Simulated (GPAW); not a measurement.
# A Sn chain with two Si atoms in line: transmission at several levels

How well does a Sn chain with two Si atoms in line conduct at low bias, and how far do basis and functional move the answer?

Program: GPAW 26.7.0. Level of theory: GPAW LCAO, PAW setups; Landauer transmission from Green's functions with principal layers (ASE), zero bias. Results are calculated unless marked as measured.

This is a report of a sequence of runs, with most program output left out.

**1. The structure**

The cell holds 12 atoms: 10 Sn and 2 Si. Cell: a = 9.000 Å, b = 9.000 Å, c = 31.889 Å, α = 90.0°, β = 90.0°, γ = 90.0°. Regions: left lead, 5 atoms (5 Sn); channel, 2 atoms (2 Si); right lead, 5 atoms (5 Sn). Vacuum lies along a and b. The structure is stacked along c, and the current runs across the ab planes.

**2. Double-zeta polarised basis**

The script solves lead and junction separately, takes H and S in the orbital basis, and joins semi-infinite leads through their self-energies; the dzp basis is the working standard.

run.py reads:

```python
import json
import numpy as np
from ase import Atoms
from ase.transport.calculators import TransportCalculator
from gpaw import GPAW, FermiDirac
from gpaw.lcao.tools import get_lcao_hamiltonian
from scipy.linalg import eigh

# The junction with lead layers at both ends, along the third cell vector
device = Atoms(
    ['Sn', 'Sn', 'Sn', 'Sn', 'Sn', 'Si', 'Si', 'Sn', 'Sn', 'Sn', 'Sn', 'Sn'],
    positions=[
        [4.50000, 4.50000, 1.37500],
        [4.50000, 4.50000, 4.12500],
        [4.50000, 4.50000, 6.87500],
        [4.50000, 4.50000, 9.62500],
        [4.50000, 4.50000, 12.37500],
        [4.50000, 4.50000, 14.84460],
        [4.50000, 4.50000, 17.04460],
        [4.50000, 4.50000, 19.51420],
        [4.50000, 4.50000, 22.26420],
        [4.50000, 4.50000, 25.01420],
        [4.50000, 4.50000, 27.76420],
        [4.50000, 4.50000, 30.51420]],
    cell=[[9.0, 0.0, 0.0], [0.0, 9.0, 0.0], [0.0, 0.0, 31.8892]],
    pbc=True)

# One principal layer of the lead: the first 3 atoms of the device
lead = Atoms(
    ['Sn', 'Sn', 'Sn'],
    positions=[
        [4.50000, 4.50000, 1.37500],
        [4.50000, 4.50000, 4.12500],
        [4.50000, 4.50000, 6.87500]],
    cell=[[9.0, 0.0, 0.0], [0.0, 9.0, 0.0], [0.0, 0.0, 8.25]],
    pbc=True)

settings = dict(mode='lcao', basis='dzp', xc='PBE', h=0.2,
                occupations=FermiDirac(0.1), maxiter=250,
                mixer=dict(beta=0.1, nmaxold=8, weight=100.0),
                convergence=dict(density=0.0001))
energies = np.arange(-3, 3 + 1e-9, 0.075)
eta = 0.0001
n1, n2 = 1, 1
# k and -k transmit alike, so half of the mesh across the current serves
mesh = [(i, j) for i in range(n1) for j in range(n2) if (i, j) <= (-i % n1, -j % n2)]
weights = np.array([1 if (i, j) == (-i % n1, -j % n2) else 2 for i, j in mesh]) / (n1 * n2)

# [... helper functions left out ...]
fermi_lead = ground_state(lead, (1, 1, 14), 'lead.txt')
fermi_device = ground_state(device, (1, 1, 3), 'device.txt')
# [... loop over the mesh left out, but for ...]
        # Shift the lead onto the potential of the device's first layer
        shift = ((H[:, 0, 0] - H0[:, 0, 0]) / S0[0, 0]).real.mean()
# [...]
kT = 8.617333e-5 * 300
bias = [0.1, 0.2, 0.5, 1.0, 1.5, 2.0]
# [... integrals and printing left out ...]
```

The run is started by

```sh
$ OMP_NUM_THREADS=1 OPENBLAS_NUM_THREADS=1 python run.py
```

Run time: 53 s. Hardware: 1 thread of Intel Xeon Platinum 8488C (Sapphire Rapids), shared host; peak memory 1.1 GiB.

This step gave:

```yaml
conductance: 2.766 G₀
largest_coupling_past_the_next_principal_layer: 3.84e-7 eV
largest_misfit_of_the_first_principal_layer: 0.007607 eV
shift_that_aligns_the_lead: 0.005926 eV
basis_functions_of_the_junction: 256
basis_functions_of_a_principal_layer: 69
transmission_at_the_fermi_level_one_spin: 2.766
```

One spin. Table of transmission, zone mean by energy, zero at the Fermi level:

```csv
energy (eV),"transmission, zone mean"
-3.00,1.8e-7
-2.77,5.8e-7
-2.55,0.684
-2.40,0.700
-2.17,0.698
-1.95,0.697
-1.73,0.698
-1.57,0.701
-1.35,0.707
-1.12,0.716
-0.90,0.726
-0.75,1.41
-0.53,2.45
-0.30,2.69
-0.07,2.76
0.00,2.77
0.07,2.77
0.30,2.79
0.53,2.81
0.75,2.82
0.90,2.83
1.12,2.85
1.35,2.85
1.50,2.86
1.57,2.85
1.73,2.84
1.95,2.81
2.17,2.75
2.40,2.65
2.55,2.55
2.77,2.31
3.00,1.85
```

Not self-consistent under bias; the bias window is split evenly. Table of current through one cell, from the zero-bias transmission by bias:

```csv
bias (V),"current through one cell, from the zero-bias transmission (μA)"
0.100,21.4
0.200,42.8
0.500,107
1.000,212
1.500,306
2.000,378
```

Table of transmission of the three most open eigenchannels by energy, zero at the Fermi level:

| energy (eV) | channel 1 | channel 2 | channel 3 |
| --- | --- | --- | --- |
| -3.00 | 1.8e-7 | 0 | 0 |
| -2.77 | 5.8e-7 | 0 | 0 |
| -2.55 | 0.684 | 0 | 0 |
| -2.40 | 0.700 | 0 | 0 |
| -2.17 | 0.698 | 0 | 0 |
| -1.95 | 0.697 | 0 | 0 |
| -1.73 | 0.698 | 0 | 0 |
| -1.57 | 0.701 | 0 | 0 |
| -1.35 | 0.707 | 0 | 0 |
| -1.12 | 0.716 | 0 | 0 |
| -0.90 | 0.726 | 1.2e-10 | 1.2e-10 |
| -0.75 | 0.734 | 0.339 | 0.339 |
| -0.53 | 0.850 | 0.850 | 0.747 |
| -0.30 | 0.966 | 0.966 | 0.760 |
| -0.07 | 0.991 | 0.991 | 0.774 |
| 0.00 | 0.994 | 0.994 | 0.779 |
| 0.07 | 0.996 | 0.996 | 0.783 |
| 0.30 | 0.998 | 0.998 | 0.797 |
| 0.53 | 0.999 | 0.999 | 0.812 |
| 0.75 | 0.999 | 0.999 | 0.826 |
| 0.90 | 0.999 | 0.999 | 0.835 |
| 1.12 | 0.998 | 0.998 | 0.850 |
| 1.35 | 0.995 | 0.995 | 0.864 |
| 1.57 | 0.986 | 0.986 | 0.880 |
| 1.73 | 0.976 | 0.976 | 0.890 |
| 1.95 | 0.952 | 0.952 | 0.904 |
| 2.17 | 0.917 | 0.916 | 0.916 |
| 2.40 | 0.929 | 0.860 | 0.860 |
| 2.55 | 0.937 | 0.806 | 0.806 |
| 2.77 | 0.948 | 0.679 | 0.679 |
| 3.00 | 0.957 | 0.448 | 0.448 |

Couplings past the next layer reach 3.8e-7 eV, small enough to drop; the matrix elements of the cell's first layer differ from the bulk lead's by up to 0.0076 eV. That layer keeps its own values in the calculation, and only beyond it is the lead taken as perfect. The Fermi levels of lead and junction count from different zeros of potential, one for each periodic cell; with both set to zero, the small remaining shift is what aligns them. By hand: G = 2.766 × 77.48 μS = 214 μS, a resistance of 4.67 kΩ; at 0.1 V a linear junction would pass 21.4 μA, and the integral over the bias window gives 21.4 μA.

**3. Single-zeta polarised basis**

The second zeta is dropped, the polarisation orbitals stay.

run.py, as its differences from that of step 2:

```diff
@@ -37,3 +37,3 @@
 
-settings = dict(mode='lcao', basis='dzp', xc='PBE', h=0.2,
+settings = dict(mode='lcao', basis='szp(dzp)', xc='PBE', h=0.2,
                 occupations=FermiDirac(0.1), maxiter=250,
```

Elapsed: 41 s, on 1 thread; peak memory 1.1 GiB.

Numbers from this step:

- conductance: 2.769 G₀
- largest coupling past the next principal layer: 3.63e-7 eV
- largest misfit of the first principal layer: 0.006412 eV
- shift that aligns the lead: 0.01166 eV
- basis functions of the junction: 158
- basis functions of a principal layer: 42
- transmission at the Fermi level (one spin): 2.769

One spin. The transmission, zone mean by energy, zero at the Fermi level:

```csv
energy (eV),"transmission, zone mean"
-3.00,3.3e-8
-2.85,4.5e-8
-2.70,1.3e-6
-2.55,0.607
-2.33,0.700
-2.17,0.706
-2.02,0.708
-1.88,0.709
-1.73,0.711
-1.57,0.713
-1.35,0.719
-1.20,0.724
-1.05,0.730
-0.90,0.736
-0.75,1.13
-0.60,2.14
-0.38,2.63
-0.23,2.72
-0.07,2.76
0.00,2.77
0.07,2.78
0.23,2.79
0.38,2.80
0.60,2.82
0.75,2.83
0.90,2.83
1.05,2.84
1.20,2.85
1.35,2.85
1.43,2.86
1.57,2.85
1.73,2.83
1.88,2.81
2.02,2.78
2.17,2.73
2.33,2.67
2.55,2.52
2.70,2.37
2.85,2.16
3.00,1.83
```

Not self-consistent under bias; the bias window is split evenly. The current through one cell, from the zero-bias transmission by bias:

```csv
bias (V),"current through one cell, from the zero-bias transmission (μA)"
0.100,21.5
0.200,42.9
0.500,107
1.000,212
1.500,303
2.000,374
```

The transmission of the three most open eigenchannels by energy, zero at the Fermi level:

```csv
energy (eV),channel 1,channel 2,channel 3
-3.00,3.3e-8,0,0
-2.77,1.2e-7,0,0
-2.55,0.607,0,0
-2.40,0.690,0,0
-2.17,0.706,0,0
-1.95,0.708,0,0
-1.73,0.711,0,0
-1.57,0.713,0,0
-1.35,0.719,0,0
-1.12,0.727,0,0
-0.90,0.736,5.9e-11,5.9e-11
-0.75,0.743,0.195,0.195
-0.53,0.814,0.814,0.755
-0.30,0.959,0.959,0.767
-0.07,0.989,0.989,0.780
0.00,0.993,0.993,0.784
0.07,0.995,0.995,0.788
0.30,0.998,0.998,0.801
0.53,0.999,0.999,0.815
0.75,0.999,0.999,0.828
0.90,0.999,0.999,0.837
1.12,0.998,0.998,0.851
1.35,0.994,0.994,0.865
1.57,0.984,0.984,0.878
1.73,0.973,0.973,0.887
1.95,0.947,0.947,0.901
2.17,0.914,0.908,0.908
2.40,0.926,0.850,0.850
2.55,0.933,0.794,0.794
2.77,0.944,0.666,0.666
3.00,0.953,0.438,0.438
```

The conductance equals that of the dzp run to 0.2 %.

**4. Minimal basis**

One function for each valence shell of the setup, as for a first survey of a large system.

run.py, as its differences from that of step 3:

```diff
@@ -37,3 +37,3 @@
 
-settings = dict(mode='lcao', basis='szp(dzp)', xc='PBE', h=0.2,
+settings = dict(mode='lcao', basis='sz(dzp)', xc='PBE', h=0.2,
                 occupations=FermiDirac(0.1), maxiter=250,
```

Run time: 33 s. Hardware: 1 thread; peak memory 0.96 GiB.

This step gave:

```
conductance                                    : 2.741 G₀
largest coupling past the next principal layer : 4.07e-7 eV
largest misfit of the first principal layer    : 0.01144 eV
shift that aligns the lead                     : 0.01074 eV
basis functions of the junction                : 98
basis functions of a principal layer           : 27
transmission at the Fermi level (one spin)     : 2.742
```

The conductance, 2.74 G₀, lies 0.9 % below that of the dzp run.

**5. LDA in the dzp basis: xc = "LDA"**

Back in the dzp basis, the functional changes from PBE to LDA, to set the spread between functionals beside that between bases.

run.py, as its differences from that of step 4:

```diff
@@ -37,3 +37,3 @@
 
-settings = dict(mode='lcao', basis='sz(dzp)', xc='PBE', h=0.2,
+settings = dict(mode='lcao', basis='dzp', xc='LDA', h=0.2,
                 occupations=FermiDirac(0.1), maxiter=250,
```

The job ended after 50 s (1 thread; peak memory 1.1 GiB).

This step gave:

```yaml
conductance: 2.777 G₀
largest_coupling_past_the_next_principal_layer: 3.90e-7 eV
largest_misfit_of_the_first_principal_layer: 0.01168 eV
shift_that_aligns_the_lead: 0.007051 eV
basis_functions_of_the_junction: 256
basis_functions_of_a_principal_layer: 69
transmission_at_the_fermi_level_one_spin: 2.778
```

One spin. Transmission, zone mean against energy, zero at the Fermi level:

| energy (eV) | transmission, zone mean |
| --- | --- |
| -3.00 | 5.1e-8 |
| -2.85 | 9.4e-8 |
| -2.70 | 1.2e-4 |
| -2.55 | 0.677 |
| -2.33 | 0.700 |
| -2.17 | 0.698 |
| -2.02 | 0.697 |
| -1.88 | 0.697 |
| -1.73 | 0.698 |
| -1.57 | 0.701 |
| -1.35 | 0.708 |
| -1.20 | 0.714 |
| -1.05 | 0.722 |
| -0.90 | 0.730 |
| -0.75 | 1.30 |
| -0.60 | 2.26 |
| -0.38 | 2.66 |
| -0.23 | 2.73 |
| -0.07 | 2.77 |
| 0.00 | 2.78 |
| 0.07 | 2.79 |
| 0.23 | 2.80 |
| 0.38 | 2.81 |
| 0.60 | 2.82 |
| 0.75 | 2.83 |
| 0.90 | 2.84 |
| 1.05 | 2.85 |
| 1.20 | 2.85 |
| 1.35 | 2.85 |
| 1.43 | 2.86 |
| 1.57 | 2.85 |
| 1.73 | 2.83 |
| 1.88 | 2.81 |
| 2.02 | 2.77 |
| 2.17 | 2.72 |
| 2.33 | 2.65 |
| 2.55 | 2.50 |
| 2.70 | 2.35 |
| 2.85 | 2.12 |
| 3.00 | 1.76 |

The conductance, 2.78 G₀, lies 0.4 % above that of the dzp run.

**6. Cost and result by level**

Times are for 1 thread of Intel Xeon Platinum 8488C (Sapphire Rapids), shared host. Results by setting:

| no. | run | conductance (G₀) | time | memory (GiB) |
| --- | --- | --- | --- | --- |
| 1 | dzp | 2.766 | 53 s | 1.1 |
| 2 | szp | 2.769 | 41 s | 1.1 |
| 3 | sz | 2.741 | 33 s | 0.96 |
| 4 | dzp LDA | 2.777 | 50 s | 1.1 |

**7. Comparison**

The curves are compared point by point over the common energies.

This step: comparison of transmission and cost over codes and levels (GPAW 26.7.0).

Ladder, by row:

```
   step  code  T at the Fermi level (sum over the listed spins)  conductance (G0)  r.m.s. T(E) from the first  wall time (s)  peak memory (GiB)  threads
    dzp  GPAW                                             2.766             2.766                           0          52.89               1.07        1
    szp  GPAW                                             2.769             2.769                     0.06156          41.23               1.05        1
     sz  GPAW                                             2.742             2.741                     0.08625          32.94               0.96        1
dzp-LDA  GPAW                                             2.778             2.777                     0.02673          50.33               1.07        1
```

Transmission, zone mean, sum over the listed spins against energy, zero at the Fermi level:

| energy (eV) | dzp | szp | sz | dzp-LDA |
| --- | --- | --- | --- | --- |
| -3.0000 | 1.8e-7 | 3.3e-8 | 1.6e-7 | 5.1e-8 |
| -2.7750 | 5.8e-7 | 1.2e-7 | 4.0e-5 | 4.7e-7 |
| -2.4750 | 0.697 | 0.669 | 0.660 | 0.694 |
| -2.2500 | 0.700 | 0.704 | 0.678 | 0.699 |
| -2.0250 | 0.697 | 0.708 | 0.685 | 0.697 |
| -1.7250 | 0.698 | 0.711 | 0.693 | 0.698 |
| -1.5000 | 0.702 | 0.715 | 0.699 | 0.703 |
| -1.2750 | 0.710 | 0.721 | 0.707 | 0.711 |
| -0.9750 | 0.723 | 0.733 | 0.719 | 0.726 |
| -0.7500 | 1.41 | 1.13 | 1.56 | 1.30 |
| -0.5250 | 2.45 | 2.38 | 2.38 | 2.46 |
| -0.2250 | 2.72 | 2.72 | 2.69 | 2.73 |
| 0.0000 | 2.77 | 2.77 | 2.74 | 2.78 |
| 0.2250 | 2.79 | 2.79 | 2.77 | 2.80 |
| 0.5250 | 2.81 | 2.81 | 2.79 | 2.82 |
| 0.7500 | 2.82 | 2.83 | 2.80 | 2.83 |
| 0.9750 | 2.84 | 2.84 | 2.81 | 2.85 |
| 1.2750 | 2.85 | 2.85 | 2.83 | 2.86 |
| 1.4250 | 2.85 | 2.86 | 2.84 | 2.86 |
| 1.5000 | 2.86 | 2.85 | 2.84 | 2.85 |
| 1.6500 | 2.85 | 2.84 | 2.84 | 2.84 |
| 1.7250 | 2.84 | 2.83 | 2.84 | 2.83 |
| 2.0250 | 2.79 | 2.78 | 2.82 | 2.77 |
| 2.2500 | 2.72 | 2.70 | 2.79 | 2.69 |
| 2.4750 | 2.60 | 2.58 | 2.71 | 2.56 |
| 2.7750 | 2.31 | 2.28 | 2.47 | 2.24 |
| 3.0000 | 1.85 | 1.83 | 2.03 | 1.76 |

**8. Basis sz(dzp), smearing 0.05**

A smaller basis is cheaper in every inversion. Smearing helps the SCF of a metal converge, but it blurs occupations at band edges near the Fermi level.

This step: GPAW LCAO, PAW setups; Landauer transmission from Green's functions with principal layers (ASE), zero bias (GPAW 26.7.0).

run.py, as its differences from that of step 5:

```diff
@@ -37,4 +37,4 @@
 
-settings = dict(mode='lcao', basis='dzp', xc='LDA', h=0.2,
-                occupations=FermiDirac(0.1), maxiter=250,
+settings = dict(mode='lcao', basis='sz(dzp)', xc='PBE', h=0.2,
+                occupations=FermiDirac(0.05), maxiter=250,
                 mixer=dict(beta=0.1, nmaxold=8, weight=100.0),
```

Run time: 33 s. Hardware: 1 thread; peak memory 0.96 GiB.

Numbers from this step:

```yaml
conductance: 2.741 G₀
largest_coupling_past_the_next_principal_layer: 4.06e-7 eV
largest_misfit_of_the_first_principal_layer: 0.01098 eV
shift_that_aligns_the_lead: 0.01801 eV
basis_functions_of_the_junction: 98
basis_functions_of_a_principal_layer: 27
transmission_at_the_fermi_level_one_spin: 2.742
```

One spin. Table of transmission, zone mean by energy, zero at the Fermi level:

energy (eV), transmission, zone mean and a bar:
```
    -3.00       0.00 
    -2.85       0.00 
    -2.70       0.52 #####
    -2.55       0.65 #######
    -2.33       0.67 #######
    -2.17       0.68 #######
    -2.02       0.68 #######
    -1.88       0.69 #######
    -1.73       0.69 #######
    -1.57       0.70 #######
    -1.35       0.70 #######
    -1.20       0.71 #######
    -1.05       0.72 ########
    -0.90       0.72 ########
    -0.75       1.53 ################
    -0.60       2.15 #######################
    -0.38       2.59 ###########################
    -0.23       2.68 ############################
    -0.07       2.73 #############################
     0.00       2.74 #############################
     0.07       2.75 #############################
     0.23       2.77 #############################
     0.38       2.78 #############################
     0.60       2.79 #############################
     0.75       2.80 ##############################
     0.90       2.81 ##############################
     1.05       2.82 ##############################
     1.20       2.83 ##############################
     1.35       2.83 ##############################
     1.57       2.84 ##############################
     1.73       2.84 ##############################
     1.88       2.84 ##############################
     2.02       2.83 ##############################
     2.17       2.81 ##############################
     2.33       2.77 #############################
     2.55       2.68 ############################
     2.70       2.57 ###########################
     2.85       2.37 #########################
     3.00       2.03 #####################
```

Not self-consistent under bias; the bias window is split evenly. Table of current through one cell, from the zero-bias transmission by bias:

```csv
bias (V),"current through one cell, from the zero-bias transmission (μA)"
0.100,21.2
0.200,42.5
0.500,106
1.000,209
1.500,302
2.000,375
```

Transmission of the three most open eigenchannels against energy, zero at the Fermi level:

```csv
energy (eV),channel 1,channel 2,channel 3
-3.00,1.7e-7,0,0
-2.77,3.0e-5,0,0
-2.55,0.645,0,0
-2.40,0.669,0,0
-2.17,0.680,0,0
-1.95,0.686,0,0
-1.73,0.693,0,0
-1.57,0.697,0,0
-1.35,0.705,0,0
-1.12,0.713,1.5e-12,1.5e-12
-0.90,0.723,7.2e-10,7.2e-10
-0.75,0.729,0.401,0.401
-0.53,0.808,0.808,0.740
-0.30,0.947,0.947,0.750
-0.07,0.983,0.983,0.762
0.00,0.988,0.988,0.765
0.07,0.992,0.992,0.769
0.30,0.997,0.997,0.780
0.53,0.998,0.998,0.792
0.75,0.999,0.999,0.804
0.90,0.999,0.999,0.812
1.12,0.999,0.999,0.824
1.35,0.998,0.998,0.837
1.57,0.995,0.995,0.848
1.73,0.992,0.992,0.858
1.95,0.981,0.981,0.871
2.17,0.961,0.961,0.884
2.40,0.926,0.926,0.897
2.55,0.905,0.888,0.888
2.77,0.917,0.783,0.783
3.00,0.927,0.553,0.553
```

The conductance, 2.74 G₀, lies 0.9 % below that of the dzp run.

(Continued in part 2 of 2.)

[Logs are printed without paths, hosts, clocks, repeated set-up lines and the standing remarks that a program may print on its own settings, such as how far it seeks lower states.]

[Hosts, paths, dates, database ids (printed as entryN), source tags and the programs' standing remarks are cut or masked in the printed files.]
